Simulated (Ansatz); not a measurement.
## Phonons of Sc-Mg-Sc stack of (100) layers

The plan: relax Sc-Mg-Sc stack of (100) layers, check its phonons, and, if the lattice is stable, compute its Eliashberg function and ρ(T).

Calculated with Ansatz 0.2.0; DFT PBEsol, scalar-relativistic, plane waves, PAW.

## 1. The starting structure

The cell holds 3 atoms: 2 Sc and 1 Mg. Cell: a = 3.204 Å, b = 3.204 Å, c = 15.531 Å, α = 90.0°, β = 90.0°, γ = 90.0°. Vacuum lies along c.

## 2. Relaxation

Lattice constant and positions set the bands and the force constants, so the cell is relaxed first.

File input.yaml:

```yaml
crystal:
  lattice:
    - [3.2041, 0.0, 0.0]
    - [0.0, 3.2041, 0.0]
    - [0.0, 0.0, 15.53128]
  atoms:
    - { symbol: Sc, position: [0.0, 0.0, 0.35412414] }
    - { symbol: Mg, position: [0.5, 0.5, 0.5] }
    - { symbol: Sc, position: [0.0, 0.0, 0.64587586] }
  periodic: [true, true, false]
kpoints:
  mp_grid: { grid: [10, 10, 1] }
hamiltonian:
  xc: pbesol
scf:
  occupations: { method: gaussian, width: 0.1 }
output:
  forces: true
  stress: true
  eigenvalues: true
  write_density: true
  write_potential: true
  elf: true
  volumetric_format: npy
relax:
  adjacent_minimum: "off"
  f_tol: 0.005
  max_steps: 80
  cell: { stress_2d_tol: 0.02 }
```

Command:

```
$ ansatz run input.yaml --threads 4 --pin off --max-ram 16384MiB --backend cpu --events-out ev --progress --plain --runs-dir out
```

Numbers of over 12 decimals in the logs are rounded to 6 here.

Output:

```text
Warning: crystal.periodic: the lattice vector that does not repeat stood 0.000° off the slab's normal, 15.531 Å along it as the deck builds it. The run solves the slab on a vector along the normal, 32.863 Å long, with every atom where it was (on the deck's vector they left 11.00 Å outside them, and the widest stretch free of ions among them is 2.27 Å). A fractional position that the run reports is one of the run's ce [...]
crystal.periodic: the lattice vector that does not repeat stood 0.000° off the slab's normal, 15.531 Å along it as the deck builds it. The run solves the slab on a vector along the normal, 32.863 Å long, with every atom where it was (on the deck's vector they left 11.00 Å outside them, and the widest stretch free of ions among them is 2.27 Å). A fractional position that the run reports is one of the run's cell, which [...]
Engine: ansatz 0.2.0, aarch64-unknown-linux-gnu
Pseudopotentials: kind: paw
Pseudopotential: Sc, paw, valence charge 11, recommended cutoff 420 eV (normal), Sc.paw.azcp
Pseudopotential: Mg, paw, valence charge 10, recommended cutoff 420 eV (normal), Mg.paw.azcp
Functional definition: PBEsol
  exchange = pbesol_x
  correlation = pbesol_c
Crystal: 3 atoms, lattice volume = 337.375 Å³
Basis set: ecut = 420 eV, 6597 PW (Γ), exchange–correlation on 48×48×450 points (8 copies of the dense FFT grid, shifted against one another)
Bands: 20, of which v1, the nominal top of the filled ones, is band 16 counted from 1 (15 counted from 0)
Symmetry: 16 space group operations
Space group: P4/mmm (ITA 123), of the structure as read, at distance tolerance 7.0e-5 Å
k-points: 21 of 100
Non-local potential: Sc, projectors of the file, l = 0: 3, l = 1: 2, l = 2: 3, l = 3: 1
Non-local potential: Mg, projectors of the file, l = 0: 3, l = 1: 2, l = 2: 1
PAW form: soft (Blöchl's): semilocal exchange-correlation on the pseudo side does not see the compensation charge
PAW frozen core: Sc, regenerated for the run's functional, and the local potential with it (the file was generated under x = pbe(κ = 0.804, μ = 0.219515), c = pbe(β = 0.066725))
PAW frozen core: Mg, regenerated for the run's functional, and the local potential with it (the file was generated under x = pbe(κ = 0.804, μ = 0.219515), c = pbe(β = 0.066725))
PAW one-centre angular grid: Sc, 590 points (default); XC on 64 Gauss nodes
PAW one-centre angular grid: Mg, 110 points (default); XC on 64 Gauss nodes
Initial density: superposition of atomic densities (neutral atoms: chi_scale 0, normalization atom), corrected by the library's trained network
Initial wavefunctions: pseudopotential atomic-orbital guess
Functional: x = pbesol(κ = 0.804, μ = 0.123457), c = pbesol(β = 0.046)
SCF iter   1: F=—  HF=-6132.786450 eV  |F-HF|=—  |Δ(HF+E_count)|=         —  Δρ=2.25e-3  dr2=1.39e-1  ethr=1.77e-3  ⟨swp⟩=9.8  Hψ=2695  notcnv=0
preconditioner: auto → LDOS  [metal: Δε(μ)=0.047 eV  Ē_g=2.228 eV  σ=0.100 eV  W_gap=0.26  n_scr=18 (ndim 8)  ℏωp=5.7 eV  f_vac=0.708  D(μ)=6.46/eV (n_scr^D=18)  β→1.0]
SCF iter   2: F=—  HF=-6132.771581 eV  |F-HF|=—  |Δ(HF+E_count)|=   1.49e-2  Δρ=9.84e-4  dr2=4.65e-3  ethr=4.33e-4  ⟨swp⟩=2.1  Hψ=727  notcnv=0
SCF iter   3: F=—  HF=-6132.772148 eV  |F-HF|=—  |Δ(HF+E_count)|=   5.67e-4  Δρ=3.40e-4  dr2=2.40e-3  ethr=1.45e-5  ⟨swp⟩=3.2  Hψ=714  notcnv=0
SCF iter   4: F=—  HF=-6132.772073 eV  |F-HF|=—  |Δ(HF+E_count)|=   7.54e-5  Δρ=2.32e-4  dr2=2.98e-4  ethr=7.51e-6  ⟨swp⟩=2.5  Hψ=610  notcnv=0
SCF iter   5: F=—  HF=-6132.772044 eV  |F-HF|=—  |Δ(HF+E_count)|=   2.83e-5  Δρ=5.12e-5  dr2=4.90e-5  ethr=9.31e-7  ⟨swp⟩=3.0  Hψ=694  notcnv=0
SCF iter   6: F=—  HF=-6132.772081 eV  |F-HF|=—  |Δ(HF+E_count)|=   3.67e-5  Δρ=1.57e-5  dr2=2.63e-6  ethr=1.53e-7  ⟨swp⟩=2.0  Hψ=523  notcnv=0
SCF iter   7: F=—  HF=-6132.772083 eV  |F-HF|=—  |Δ(HF+E_count)|=   1.81e-6  Δρ=7.00e-6  dr2=2.54e-7  ethr=8.22e-9  ⟨swp⟩=2.7  Hψ=689  notcnv=0
iter 8 did not close the SCF: its close was put off until two iterations running show no level that it waits for move by more than its bar (scf_convergence_deferred on its scf_iter line)
SCF iter   8: F=-6132.772083 eV  HF=-6132.772083 eV  |F-HF|=8.49e-9  |Δ(HF+E_count)|=   4.66e-8  Δρ=2.83e-6  dr2=2.99e-8  ethr=3.13e-10  ⟨swp⟩=15.7  Hψ=3787  notcnv=0
SCF iter   9: F=-6132.772083 eV  HF=-6132.772083 eV  |F-HF|=2.79e-9  |Δ(HF+E_count)|=   1.94e-8  Δρ=5.54e-7  dr2=2.63e-9  ethr=9.34e-11  ⟨swp⟩=8.4  Hψ=2868  notcnv=0
SCF 1 converged in 9 iterations: F = -6132.772083 eV  dr2 = 2.63e-9
  greatest PAW one-centre occupation: 1.000 electrons in one spin orbital (limit 2), on the Mg atom at site 1 (counted from 0), in its partial waves of l = 0
relax step   1: F+E_penalty+E_count = -6132.77208284 eV  Δ(F+E_penalty+E_count) = +0.000e0 eV  max|allowed force component| = 2.702e-1 eV/Å  Δτ_max = 0.0000 Å  P = -2.871 N/m  Ω = 337.375 Å³  fix = [c, alpha, beta]  reactions: c -0.000 N/m  (9 SCF iters, dr2 threshold 1.00e-7 eV, accepted)
Crystal: 3 atoms, lattice volume = 325.640 Å³
Basis set: ecut = 420 eV, 6405 PW (Γ), exchange–correlation on 48×48×450 points (8 copies of the dense FFT grid, shifted against one another)
Initial density: handed on by an earlier stage of this run
Initial wavefunctions: those handed on with the density
iter 1 solved again at ethr=1.27e-3 eV; its pass at ethr=3.10e-3 eV (dr2=4.08e-1 eV) is discarded
SCF iter   1: F=—  HF=-6132.884351 eV  |F-HF|=—  |Δ(HF+E_count)|=         —  Δρ=3.60e-3  dr2=4.11e-1  ethr=1.27e-3  ⟨swp⟩=2.0  Hψ=3137  notcnv=0
preconditioner: auto → LDOS  [metal: Δε(μ)=0.011 eV  Ē_g=2.331 eV  σ=0.100 eV  W_gap=0.06  n_scr=18 (ndim 8)  ℏωp=5.8 eV  f_vac=0.717  D(μ)=5.20/eV (n_scr^D=16)  β→1.0]
SCF iter   2: F=—  HF=-6132.849336 eV  |F-HF|=—  |Δ(HF+E_count)|=   3.50e-2  Δρ=2.97e-3  dr2=1.17e-1  ethr=1.27e-3  ⟨swp⟩=2.9  Hψ=619  notcnv=0
SCF iter   3: F=—  HF=-6132.842246 eV  |F-HF|=—  |Δ(HF+E_count)|=   7.09e-3  Δρ=7.48e-4  dr2=1.48e-2  ethr=3.67e-4  ⟨swp⟩=2.3  Hψ=683  notcnv=0
SCF iter   4: F=—  HF=-6132.840948 eV  |F-HF|=—  |Δ(HF+E_count)|=   1.30e-3  Δρ=2.04e-4  dr2=1.99e-4  ethr=4.62e-5  ⟨swp⟩=2.5  Hψ=597  notcnv=0
SCF iter   5: F=—  HF=-6132.840888 eV  |F-HF|=—  |Δ(HF+E_count)|=   6.05e-5  Δρ=8.76e-5  dr2=5.70e-5  ethr=6.22e-7  ⟨swp⟩=2.9  Hψ=714  notcnv=0
SCF iter   6: F=—  HF=-6132.840896 eV  |F-HF|=—  |Δ(HF+E_count)|=   8.24e-6  Δρ=2.83e-5  dr2=9.21e-6  ethr=1.78e-7  ⟨swp⟩=2.1  Hψ=512  notcnv=0
SCF iter   7: F=—  HF=-6132.840899 eV  |F-HF|=—  |Δ(HF+E_count)|=   2.93e-6  Δρ=8.19e-6  dr2=6.27e-7  ethr=2.88e-8  ⟨swp⟩=2.0  Hψ=517  notcnv=0
[...]
Crystal: 3 atoms, lattice volume = 320.739 Å³
Basis set: ecut = 420 eV, 6293 PW (Γ), exchange–correlation on 48×48×450 points (8 copies of the dense FFT grid, shifted against one another)
iter 1 solved again at ethr=3.89e-6 eV; its pass at ethr=3.10e-3 eV (dr2=1.24e-3 eV) is discarded
SCF iter   1: F=—  HF=-6132.845685 eV  |F-HF|=—  |Δ(HF+E_count)|=         —  Δρ=3.15e-4  dr2=1.25e-3  ethr=3.89e-6  ⟨swp⟩=2.6  Hψ=3143  notcnv=0
preconditioner: auto → LDOS  [metal: Δε(μ)=0.063 eV  Ē_g=2.286 eV  σ=0.100 eV  W_gap=0.34  n_scr=18 (ndim 8)  ℏωp=5.9 eV  f_vac=0.714  D(μ)=6.89/eV (n_scr^D=20)  β→1.0]
SCF iter   2: F=—  HF=-6132.845413 eV  |F-HF|=—  |Δ(HF+E_count)|=   2.72e-4  Δρ=1.37e-4  dr2=1.39e-4  ethr=3.89e-6  ⟨swp⟩=2.0  Hψ=507  notcnv=0
SCF iter   3: F=—  HF=-6132.845411 eV  |F-HF|=—  |Δ(HF+E_count)|=   1.90e-6  Δρ=5.45e-5  dr2=3.33e-5  ethr=4.33e-7  ⟨swp⟩=2.6  Hψ=625  notcnv=0
SCF iter   4: F=—  HF=-6132.845414 eV  |F-HF|=—  |Δ(HF+E_count)|=   2.20e-6  Δρ=2.36e-5  dr2=5.66e-6  ethr=1.04e-7  ⟨swp⟩=2.4  Hψ=658  notcnv=0
SCF iter   5: F=—  HF=-6132.845416 eV  |F-HF|=—  |Δ(HF+E_count)|=   2.16e-6  Δρ=1.27e-5  dr2=7.41e-7  ethr=1.77e-8  ⟨swp⟩=2.6  Hψ=656  notcnv=0
SCF iter   6: F=-6132.845416 eV  HF=-6132.845416 eV  |F-HF|=2.96e-7  |Δ(HF+E_count)|=   3.00e-7  Δρ=3.18e-6  dr2=6.87e-8  ethr=9.37e-10  ⟨swp⟩=15.0  Hψ=3846  notcnv=0
SCF 3 converged in 6 iterations: F = -6132.845416 eV  dr2 = 6.87e-8
relax step   3: F+E_penalty+E_count = -6132.84541634 eV  Δ(F+E_penalty+E_count) = -4.517e-3 eV  max|allowed force component| = 3.647e-2 eV/Å  Δτ_max = 0.0062 Å  P = -0.221 N/m  Ω = 320.739 Å³  energy of the carried Pulay correction = +1.887e-4 eV  fix = [c, alpha, beta]  reactions: c -0.000 N/m  (6 SCF iters, dr2 threshold 3.00e-7 eV, accepted)
[...]
relax step   4: F+E_penalty+E_count = -6132.85001899 eV  Δ(F+E_penalty+E_count) = -4.603e-3 eV  max|allowed force component| = 4.364e-2 eV/Å  Δτ_max = 0.0450 Å  P = +0.107 N/m  Ω = 313.399 Å³  energy of the carried Pulay correction = +2.750e-4 eV  fix = [c, alpha, beta]  reactions: c +0.000 N/m  (8 SCF iters, dr2 threshold 8.31e-8 eV, accepted)
[...]
relax step   5: F+E_penalty+E_count = -6132.85186725 eV  Δ(F+E_penalty+E_count) = -1.848e-3 eV  max|allowed force component| = 1.710e-2 eV/Å  Δτ_max = 0.0493 Å  P = +0.143 N/m  Ω = 308.381 Å³  energy of the carried Pulay correction = +3.352e-4 eV  fix = [c, alpha, beta]  reactions: c +0.000 N/m  (8 SCF iters, dr2 threshold 1.19e-7 eV, accepted)
[...]
relax step   6: F+E_penalty+E_count = -6132.85204706 eV  Δ(F+E_penalty+E_count) = -1.798e-4 eV  max|allowed force component| = 1.064e-3 eV/Å  Δτ_max = 0.0072 Å  P = +0.007 N/m  Ω = 308.765 Å³  energy of the carried Pulay correction = +3.305e-4 eV  fix = [c, alpha, beta]  reactions: c +0.000 N/m  (7 SCF iters, dr2 threshold 2.42e-8 eV, accepted)
Initial wavefunctions: pseudopotential atomic-orbital guess (no wavefunctions were taken with the density)
iter 1 solved again at ethr=1.38e-6 eV; its pass at ethr=3.10e-3 eV (dr2=4.42e-4 eV) is discarded
SCF iter   1: F=—  HF=-6132.851673 eV  |F-HF|=—  |Δ(HF+E_count)|=         —  Δρ=3.24e-5  dr2=4.17e-7  ethr=1.38e-6  ⟨swp⟩=4.7  Hψ=4034  notcnv=0
eigensolver tolerance schedule: the retry pair's looser diagonalisation over-reported the residual by 1058.35 of it (diagonalisation noise at 0.89 of the residual, at the tolerance the schedule requests for it); recorded, not acted on — ethr = c·dr2/N_el stays at c = 1.0e-1
preconditioner: auto → LDOS  [metal: Δε(μ)=0.014 eV  Ē_g=2.304 eV  σ=0.100 eV  W_gap=0.08  n_scr=18 (ndim 8)  ℏωp=6.0 eV  f_vac=0.708  D(μ)=7.58/eV (n_scr^D=42)  β→1.0]
SCF iter   2: F=—  HF=-6132.851694 eV  |F-HF|=—  |Δ(HF+E_count)|=   2.12e-5  Δρ=6.55e-6  dr2=1.52e-7  ethr=1.30e-9  ⟨swp⟩=4.2  Hψ=1122  notcnv=0
SCF iter   3: F=—  HF=-6132.851694 eV  |F-HF|=—  |Δ(HF+E_count)|=   4.63e-8  Δρ=2.30e-6  dr2=2.55e-8  ethr=4.74e-10  ⟨swp⟩=2.6  Hψ=754  notcnv=0
SCF iter   4: F=—  HF=-6132.851694 eV  |F-HF|=—  |Δ(HF+E_count)|=   3.81e-8  Δρ=5.40e-7  dr2=7.58e-10  ethr=7.97e-11  ⟨swp⟩=3.2  Hψ=656  notcnv=0
SCF iter   5: F=—  HF=-6132.851694 eV  |F-HF|=—  |Δ(HF+E_count)|=   1.34e-8  Δρ=2.09e-7  dr2=2.74e-10  ethr=2.37e-12  ⟨swp⟩=3.2  Hψ=871  notcnv=0
SCF iter   6: F=—  HF=-6132.851694 eV  |F-HF|=—  |Δ(HF+E_count)|=   3.13e-9  Δρ=6.36e-8  dr2=1.81e-11  ethr=1.00e-12  ⟨swp⟩=2.6  Hψ=590  notcnv=0
SCF iter   7: F=—  HF=-6132.851694 eV  |F-HF|=—  |Δ(HF+E_count)|=  1.25e-10  Δρ=1.89e-8  dr2=4.26e-12  ethr=1.00e-12  ⟨swp⟩=1.2  Hψ=430  notcnv=0
SCF iter   8: F=-6132.851694 eV  HF=-6132.851694 eV  |F-HF|=9.19e-11  |Δ(HF+E_count)|=  2.55e-11  Δρ=1.13e-8  dr2=5.61e-13  ethr=1.00e-12  ⟨swp⟩=9.9  Hψ=2315  notcnv=0
SCF 7 converged in 8 iterations: F = -6132.851694 eV  dr2 = 5.61e-13
relax step   7: F+E_penalty+E_count = -6132.85169445 eV  Δ(F+E_penalty+E_count) = +3.526e-4 eV  max|allowed force component| = 1.039e-3 eV/Å  Δτ_max = 0.0000 Å  P = +0.007 N/m  Ω = 308.765 Å³  fix = [c, alpha, beta]  reactions: c +0.000 N/m  stress off target by 6.89e-3 N/m on what of the cell is left free  SCF on the basis re-selected at this cell (its energy is not comparable with the rows above)  (8 SCF iters)
basis re-selected at this cell: Δ(F+E_penalty+E_count) = +3.526e-4 eV, ΔP = +0.000 N/m vs the last step (what re-selecting the basis moved, of the pressure what is left beyond the Pulay correction that the steps carried, after the strain that the cell walked since its last selection, with what the two solves' SCF thresholds leave and, on support functions, any second-order correction that the steps lacked; it is no m [...]
SCF converged after 8 iterations
Free energy (F): -6132.851694 eV
Harris-Foulkes:  -6132.851694 eV  (|F-HF|=9.19e-11)
Internal energy: -6132.813819 eV  (E = F + TS)
E sigma→0 (E₀):  -6132.832757 eV
Entropy (-TS):   -0.037876 eV (-12.625 meV/atom)
Fermi energy:    -3.460632 eV
--- Per-component energies (eV) ---
  E_band       = -1060.382666
  E_kinetic    = 595.181525
  E_local      = -62268.422794  (includes V_loc(G=0)·N_el)
  E_nonlocal   = 267.564020
  E_hartree    = 30447.588430
  E_xc         = -232.959724
  E_vxc        = -291.108926  (∫ρ·V_xc dr)
  E_paw        = -2145.563905  (= ΣΔE_a)
  E_vpaw       = -258.773282  (= ΣTr[D̂ρ^β])
  E_aug_tail   = 0.000018  (compensation charges beyond the density's cutoff)
  E_ewald      = 27203.481698
  E_core_change = 0.316912  (= ΣΔE_core)
  E_smearing   = -0.037876  (= −TS)
  E_closure    = 0.000000  (closes the sum)
  Σ components = -6132.851694   (vs F -6132.851694, Δ=0.00e0)
--- Forces (eV/Å), atoms counted from 1 ---
  atom   1  Sc    -0.00000000     0.00000000    -0.00103919
  atom   2  Mg     0.00000000     0.00000000     0.00000000
  atom   3  Sc     0.00000000    -0.00000000     0.00103919
  max |Σ_I F_I| component: 2.08e-28 eV/Å
--- 2D stress c σ (N/m, compression-positive) ---
        0.006893       0.000000      -0.000000
        0.000000       0.006893       0.000000
       -0.000000       0.000000       0.000000
  P = ½ c Tr σ = 0.0069 N/m
--- Band table (eV; the first three rows and the last of 21) ---
  k-point 0: bands = [... 12 lower, -9.1873, -7.2813, -5.5707, -3.6823, -3.6359, -3.4330, -3.3120, -2.4876]
  k-point 1: bands = [... 12 lower, -9.0228, -7.0884, -5.4217, -3.5958, -3.5418, -3.4055, -3.2479, -2.4930]
  k-point 2: bands = [... 12 lower, -8.5438, -6.5403, -5.0185, -3.4257, -3.3920, -3.3130, -3.1575, -2.4057]
  k-point 20: bands = [... 12 lower, -4.9018, -4.7215, -3.6886, -3.6886, -2.8664, -2.8664, -2.4264, -1.2048]
--- Relaxed structure (6 steps of the walk, 6 accepted, 1 SCFs on fresh bases) ---
  F+E_penalty+E_count = -6132.85169445 eV   max|allowed force component| = 1.039e-3 eV/Å   (the final SCF, on the basis selected at the relaxed cell)
  cell:  # Å, volume = 308.7653 Å³
    - [3.065233, 0, 0]
    - [0, 3.065233, 0]
    - [0, 0, 32.862555]
  atoms:
    - { symbol: Sc, position: [0, 0, 0.166987] }
    - { symbol: Mg, position: [0.5, 0.5, 0.236307] }
    - { symbol: Sc, position: [0, 0, 0.305626] }
```

The job ended after 17 s (4 threads of Arm Neoverse V2, shared host; peak memory 0.68 GiB).

The steps of the relaxation:

| step | energy less that of the first step (eV) | largest force component (eV/Å) | volume (Å³) |
| --- | --- | --- | --- |
| 1 | 0.0000 | 0.2702 | 337.38 |
| 2 | -0.0688 | 0.0110 | 325.64 |
| 3 | -0.0733 | 0.0365 | 320.74 |
| 4 | -0.0779 | 0.0436 | 313.40 |
| 5 | -0.0798 | 0.0171 | 308.38 |
| 6 | -0.0800 | 0.0011 | 308.77 |
| 7* | -0.0796 | 0.0010 | 308.77 |

Relaxation steps marked * repeat the geometry before them on a plane-wave basis chosen anew for their cell, so energy and pressure can jump there.

The run keeps the 16 symmetry operations that it works with, so distortions that break them were not tested.

| cell as run | before | after | change |
| --- | --- | --- | --- |
| a (Å) | 3.204 | 3.065 | -4.3 % |
| b (Å) | 3.204 | 3.065 | -4.3 % |

The atoms that moved most (Å, along periodic axes as changes of fractional coordinates times the final cell, across vacuum about the mean position):

| atom | dx | dy | dz | length |
| --- | --- | --- | --- | --- |
| Sc3 | 0.000 | 0.000 | 0.012 | 0.012 |
| Sc1 | 0.000 | 0.000 | -0.012 | 0.012 |

Final coordinates:

```cif
data_structure
_symmetry_space_group_name_H-M 'P 1'
_symmetry_Int_Tables_number 1
_cell_length_a 3.0652
_cell_length_b 3.0652
_cell_length_c 32.8626
_cell_angle_alpha 90.000
_cell_angle_beta 90.000
_cell_angle_gamma 90.000
_cell_volume 308.77
loop_
_atom_site_label
_atom_site_type_symbol
_atom_site_fract_x
_atom_site_fract_y
_atom_site_fract_z
_atom_site_occupancy
Sc1 Sc 0.00000 0.00000 0.16699 1
Mg2 Mg 0.50000 0.50000 0.23631 1
Sc3 Sc 0.00000 0.00000 0.30563 1
```

This step gave:

```yaml
metallic_on_mesh: yes
gap_on_the_k_mesh: 0 eV
```

Valence density in the ca plane at fractional y = 0.000, with atoms of Sc within 0.2 Å of it. It is the smooth field of the valence electrons, not physical close to the nuclei.

Values in e/Å³, 5 rows by 16 columns, each cell a mean:
```
0.0 0.0 0.0 0.0 0.3 4.4 0.9 0.1 0.1 1.8 3.7 0.1 0.0 0.0 0.0 0.0
0.0 0.0 0.0 0.0 0.1 0.4 0.2 0.1 0.1 0.2 0.4 0.1 0.0 0.0 0.0 0.0
0.0 0.0 0.0 0.0 0.1 0.1 0.1 0.1 0.1 0.1 0.1 0.0 0.0 0.0 0.0 0.0
0.0 0.0 0.0 0.0 0.1 1.1 0.3 0.1 0.1 0.5 0.9 0.1 0.0 0.0 0.0 0.0
0.0 0.0 0.0 0.0 0.4 5.7 1.2 0.1 0.1 2.4 4.8 0.1 0.0 0.0 0.0 0.0
```
Columns run along c (16.0 Å, from fractional 0.00 to 0.49 of the cell), rows up along a (3.1 Å). Atoms in or near the plane, at fractional coordinates: Sc at (0.17, 0.00), Sc at (0.31, 0.00).

ELF in the ca plane at fractional y = 0.000, with atoms of Sc within 0.2 Å of it. It is the smooth field of the valence electrons, not physical close to the nuclei.

Values, 5 rows by 16 columns, each cell a mean:
```
0.00 0.00 0.02 0.05 0.19 0.60 0.32 0.41 0.33 0.43 0.59 0.08 0.04 0.01 0.00 0.00
0.00 0.00 0.03 0.16 0.17 0.24 0.26 0.58 0.55 0.22 0.22 0.19 0.13 0.02 0.00 0.00
0.00 0.00 0.04 0.23 0.34 0.15 0.41 0.63 0.62 0.33 0.17 0.36 0.18 0.02 0.00 0.00
0.00 0.00 0.02 0.12 0.13 0.42 0.24 0.53 0.48 0.26 0.38 0.11 0.10 0.02 0.00 0.00
0.00 0.00 0.01 0.03 0.23 0.48 0.36 0.38 0.29 0.45 0.52 0.09 0.03 0.01 0.00 0.00
```
Columns run along c (16.0 Å, from fractional 0.00 to 0.49 of the cell), rows up along a (3.1 Å). Atoms in or near the plane, at fractional coordinates: Sc at (0.17, 0.00), Sc at (0.31, 0.00).

Electrostatic potential energy in the ca plane at fractional y = 0.000, with atoms of Sc within 0.2 Å of it. With pseudopotentials it is smooth inside the atoms' cores, unlike the true potential.

Ten even steps from '0' (-56 eV) to '9' (0 eV), each cell a mean:
```
99999999999974000589999986200268999999999999
99999999999986435789999998633679999999999999
99999999999998878899999999877899999999999999
99999999999999989999999999998999999999999999
99999999999999888999999999988899999999999999
99999999999987666899999998766789999999999999
99999999999985202689999997411478999999999999
99999999999873000489999986100168999999999999
```
Columns run along c (16.0 Å, from fractional 0.00 to 0.49 of the cell; values clipped at the 3rd and 97th percentile), rows up along a (3.1 Å). Atoms in or near the plane, at fractional coordinates: Sc at (0.17, 0.00), Sc at (0.31, 0.00).

The relaxation ends with a largest force component of 0.0010 eV/Å.

(Continued in part 2 of 3.)

[Logs are printed without paths, hosts, clocks, repeated set-up lines and the standing remarks that a program may print on its own settings, such as how far it seeks lower states.]

[Hosts, paths, dates, database ids (printed as entryN), source tags and the programs' standing remarks are cut or masked in the printed files.]
